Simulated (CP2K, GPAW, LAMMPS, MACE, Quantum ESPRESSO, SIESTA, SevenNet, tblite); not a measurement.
# GPAW on glassy 79SiO2-12Al2O3-4SrO-4ZnO (mol %) (76 atoms): settings against a plane-wave reference, part 2 of 2

Wanted: GPAW inputs and outputs for glassy 79SiO2-12Al2O3-4SrO-4ZnO (mol %) (76 atoms), checked against a plane-wave reference.

Program: GPAW 26.7.0; the method stands at each step. Banners, paths, timers and routine set-up lines are dropped from the logs unmarked, and long logs keep their key lines alone; longer cuts are marked.

So far. Step 3 (PBE, LCAO dzp, h 0.15 Å): Against the first run (21 %), the force difference from the reference is 21 %, at 1.6 times the CPU time: the change moves forces by 20 meV/Å r.m.s., so most of the difference comes from elsewhere. Step 4 (LDA, LCAO dzp, h 0.18 Å): Against the first run (21 %), the force difference from the reference is 14 %, at 0.94 times the CPU time; another functional landing nearer a PBE reference means that errors partly cancel.

## (5) PBE, LCAO szp(dzp), h 0.18 Å

Method: Kohn-Sham DFT, PBE, PAW, atomic orbitals (szp(dzp)).

File run.py:

```python
import numpy as np
from ase.io import read
from gpaw import GPAW, FermiDirac

atoms = read("structure.xyz")
atoms.calc = GPAW(
    mode="lcao",
    basis="szp(dzp)",
    h=0.18,
    xc="PBE",
    kpts={"size": (1, 1, 1), "gamma": True},
    occupations=FermiDirac(0.05),
    maxiter=200,
    symmetry={"point_group": False},
    txt="gpaw.txt",
)
energy = atoms.get_potential_energy(force_consistent=True)
forces = atoms.get_forces()
print(f"energy {energy:.6f} eV")
print("forces (eV/A)")
for i, (a, f) in enumerate(zip(atoms, forces)):
    print(f"{i:4d} {a.symbol:2s} {f[0]:10.5f} {f[1]:10.5f} {f[2]:10.5f}")
print(f"Fermi level {atoms.calc.get_fermi_level():.4f} eV")
for k in range(len(atoms.calc.get_ibz_k_points())):
    for s in range(atoms.calc.get_number_of_spins()):
        e = atoms.calc.get_eigenvalues(kpt=k, spin=s)
        n = np.searchsorted(e, atoms.calc.get_fermi_level())
        print(f"k {k} spin {s} levels about the Fermi level:", np.round(e[max(n - 6, 0):n], 4).tolist(), "|", np.round(e[n:n + 6], 4).tolist())
```

File structure.xyz:

```xyz
76
Lattice="10.01332 0.00000 0.00000 0.00000 10.01332 0.00000 0.00000 0.00000 10.01332" Properties=species:S:1:pos:R:3 pbc="T T T"
[... 76 atom lines left out: the same atoms as in the first run ...]
```

Command:

```console
OMP_NUM_THREADS=1 python run.py > output.txt
```

Log:

```text
energy -507.850184 eV
forces (eV/A)
   0 Si    0.18399   -1.51545    1.29212
   1 Si    2.50229   -2.24043    0.53542
   2 Si   -0.43507   -0.19793   -0.06086
   3 Si    1.57163    0.15646    0.87683
   4 Si   -2.74282   -4.52346   -0.65161
   5 Si    1.72141    4.93680    1.03666
[...]
73 O     1.39768    1.23300   -1.85776
  74 O     1.12876   -4.21235   -1.11311
  75 O     1.64774    1.85372   -1.82033
Fermi level 4.1322 eV
k 0 spin 0 levels about the Fermi level: [2.2045, 2.2686, 2.3423, 2.4089, 2.4874, 2.621] | [6.4467, 7.2946, 7.6975, 8.0784, 8.2077, 8.4151]
```

gpaw.txt:

```text
Input parameters:
  mode=LCAO(),
  basis={'default': 'szp(dzp)'},
  h=0.18,
  kpts=MonkhorstPack(size=(1, 1, 1), gamma=True),
  maxiter=200,
  occupations=Occupations(name='fermi-dirac', width=0.05, fixmagmom=False),
[... lines left out ...]
  Fermi-Dirac:
[... lines left out ...]
convergence criteria:
- Maximum [total energy] change in last 3 cyles: 0.0005 eV / valence electron
[... lines left out ...]
Converged in 9 steps
[... lines left out ...]
  Free energy:    -507.850184
[... lines left out ...]
Fermi level: 4.132
[... lines left out ...]
|        ... |               |           |
|        249 |        11.985 |     0.000 |
Gap: 3.826 eV
Transition (v -> c):
  (s=0, k=0, n=204, [0.00, 0.00, 0.00]) -> (s=0, k=0, n=205, [0.00, 0.00, 0.00])
No difference between direct/indirect transitions
Force computation time: 16.154  # s
timing:  # [seconds]
  Total:  87.503  # ━━━━━━━━━━━━━━━━━━━━━━━━━━━━━━━━━━━━━━━━━━━━━━━━━━━━━━━━━
  Init:    6.853  # ━━━━╸
  SCF:    64.472  # ━━━━━━━━━━━━━━━━━━━━━━━━━━━━━━━━━━━━━━━━━━
  Forces: 16.154  # ━━━━━━━━━━╸
```

It took 89 s on 1 thread of Arm Neoverse V2, shared host; peak memory 1.4 GiB.

Against the reference:

- r.m.s. force component: 1.656 eV/Å
- r.m.s. difference of force components: 324.3 meV/Å
- longest difference of force vectors: 937.2 meV/Å
- force difference over r.m.s. force: 21.96 %
- slope of forces against the reference's: 1.105
- correlation of force components: 0.9851
- gap (highest filled to lowest empty level): 3.826 eV
- gap difference: -0.0766 eV

This is a coarse setting, run to see what it loses.

Against the first run (21 %), the force difference from the reference is 22 %, at 0.78 times the CPU time, with 694 basis functions against 1012.

## (6) A run with a doubtful setting

run.py, as its differences from that of step 5:

```diff
@@ -7,3 +7,3 @@
     mode="lcao",
-    basis="szp(dzp)",
+    basis="dzp",
     h=0.18,
@@ -12,3 +12,3 @@
     occupations=FermiDirac(0.05),
-    maxiter=200,
+    maxiter=6,
     symmetry={"point_group": False},
```

structure.xyz is that of step 5.

Log:

```text
gpaw.KohnShamConvergenceError
```

gpaw.txt:

```text
Input parameters:
  mode=LCAO(),
  basis={'default': 'dzp'},
  h=0.18,
  kpts=MonkhorstPack(size=(1, 1, 1), gamma=True),
  maxiter=6,
  occupations=Occupations(name='fermi-dirac', width=0.05, fixmagmom=False),
  symmetry=Symmetry(point_group=False),
  xc=XC(name='PBE')
Unit cell  # Å
| periodic |         x |         y |         z |   lengths |    angles |
[... lines left out ...]
  Fermi-Dirac:
[... lines left out ...]
xc functional:
  name: PBE with 2 nearest neighbor stencil
interpolation: tri-quintic # 5. degree polynomial
Initialization done in: 8.432 s
convergence criteria:
- Maximum [total energy] change in last 3 cyles: 0.0005 eV / valence electron
- Maximum integral of absolute [dens]ity change: 0.0001 electrons / valence electron
- Maximum integral of absolute [eigenst]ate change: 4e-08 eV^2 / valence electron
maximum number of iterations: 6
SCF iterations
|iter     |      energy | eigst |  dens |
|---------|-------------|-------|-------|
|iter:   1| -580.029032 |      c|       |
|iter:   2| -567.314726 |      c| -0.77 |
|iter:   3| -529.737260 |      c| -0.82 |
|iter:   4| -530.243085 |      c| -1.46 |
|iter:   5| -530.473207 |      c| -1.76 |
|iter:   6| -530.444494 |      c| -2.48 |
timing:  # [seconds]
  Total: 61.995  # ━━━━━━━━━━━━━━━━━━━━━━━━━━━━━━━━━━━━━━━━━━━━━━━━━━━━━━━━━━
  Init:   8.432  # ━━━━━━━━
  SCF:   53.514  # ━━━━━━━━━━━━━━━━━━━━━━━━━━━━━━━━━━━━━━━━━━━━━━━━━━
```

Run time: 63 s. Hardware: 1 thread; peak memory 1.5 GiB.

The run stopped without converging, so its numbers are no property of the system. The fault in the input: too few SCF iterations (iteration limit 6).

## (7) All runs compared

Differences are against the plane-wave reference, forces as r.m.s. over components; share is that over the reference's r.m.s. force, slope the least-squares factor from reference forces to these. Total energies of different programs have different zeros and aren't compared.

| run | Δ force, r.m.s. (meV/Å) | share (%) | slope | Δ gap (eV) | cores | CPU time | memory (GiB) |
| --- | --- | --- | --- | --- | --- | --- | --- |
| reference | - | - | - | - | 4 | 7.6 min | 3.1 |
| GPAW PBE, LCAO dzp, h 0.18 Å | 315 | 21.3 | 1.121 | -0.143 | 1 | 1.9 min | 1.5 |
| GPAW PBE, LCAO dzp, h 0.15 Å | 314 | 21.3 | 1.121 | -0.139 | 1 | 3 min | 2.4 |
| GPAW LDA, LCAO dzp, h 0.18 Å | 209 | 14.2 | 1.074 | -0.262 | 1 | 1.8 min | 1.5 |
| GPAW PBE, LCAO szp(dzp), h 0.18 Å (coarse) | 324 | 22.0 | 1.105 | -0.0766 | 1 | 89 s | 1.4 |

Rows marked coarse were listed beforehand as settings not expected to be converged; some can still land near the reference.

CPU time is summed over cores on a shared host, where runs went side by side, so it is rough. Symmetry, cutoffs, thresholds, outputs and thread counts weren't matched or tuned between programs; memory under MPI is the largest rank's times the ranks.

Within one program, basis, potentials and functional, energies share a zero. Each run against its twin at the usual cutoff or grid and solver:

| run | twin | Δ energy (meV/atom) | Δ force, r.m.s. (meV/Å) | CPU time over the twin's |
| --- | --- | --- | --- | --- |
| GPAW PBE, LCAO dzp, h 0.15 Å | LCAO dzp, h 0.18 Å | -54.6 | 20.1 | 1.6 |

## (8) Summary of results

| Quantity | Value |
| --- | --- |
| nearest in forces | GPAW LDA, LCAO dzp, h 0.18 Å, 14 % |
| its CPU time | 1.8 min |

What this shows: The PBE runs in local orbitals, coarse settings apart, differ by 21 % in each run; basis, grid and potentials can all enter. Rows with another functional or a dispersion term differ by 14 % (GPAW LDA, LCAO dzp, h 0.18 Å), which mixes the change of model with differences of basis and potentials. Runs with settings chosen to be coarse differ by 22 % (GPAW PBE, LCAO szp(dzp), h 0.18 Å), their programs' other errors included. Of the electronic-structure runs that take under half the reference's CPU time, GPAW LDA, LCAO dzp, h 0.18 Å comes nearest, at 14 % in 1.8 min against 7.6 min. GPAW PBE, LCAO dzp, h 0.15 Å stiffens the forces by a factor of 1.12 while following their directions (correlation 0.988); the slopes of the 4 GPAW runs lie between 1.07 and 1.12. At the same functional, gaps differ from the reference's 3.90 eV by between -0.14 and -0.08 eV. The potentials hold different valence shells: 418 electrons in the reference, 410 in GPAW; this bears on time and differences. The quench rate of 10 K/ps is many orders above laboratory rates, so the cell is likely richer in defects and strain than a real sample. The network of bonds at the start is that of the classical potential that made the cell, and needn't be the one that DFT or experiment would give. The electronic-structure runs sample only Γ, in a cell whose shortest periodic width is 10 Å.

[Also dropped from logs without a mark: logging warnings of Python, and SIESTA's first energy breakdown and zero terms.]

[Logs are printed without paths, hosts, clocks, repeated set-up lines and the standing remarks that a program may print on its own settings, such as how far it seeks lower states.]

[Hosts, paths, dates, database ids (printed as entryN), source tags and the programs' standing remarks are cut or masked in the printed files.]
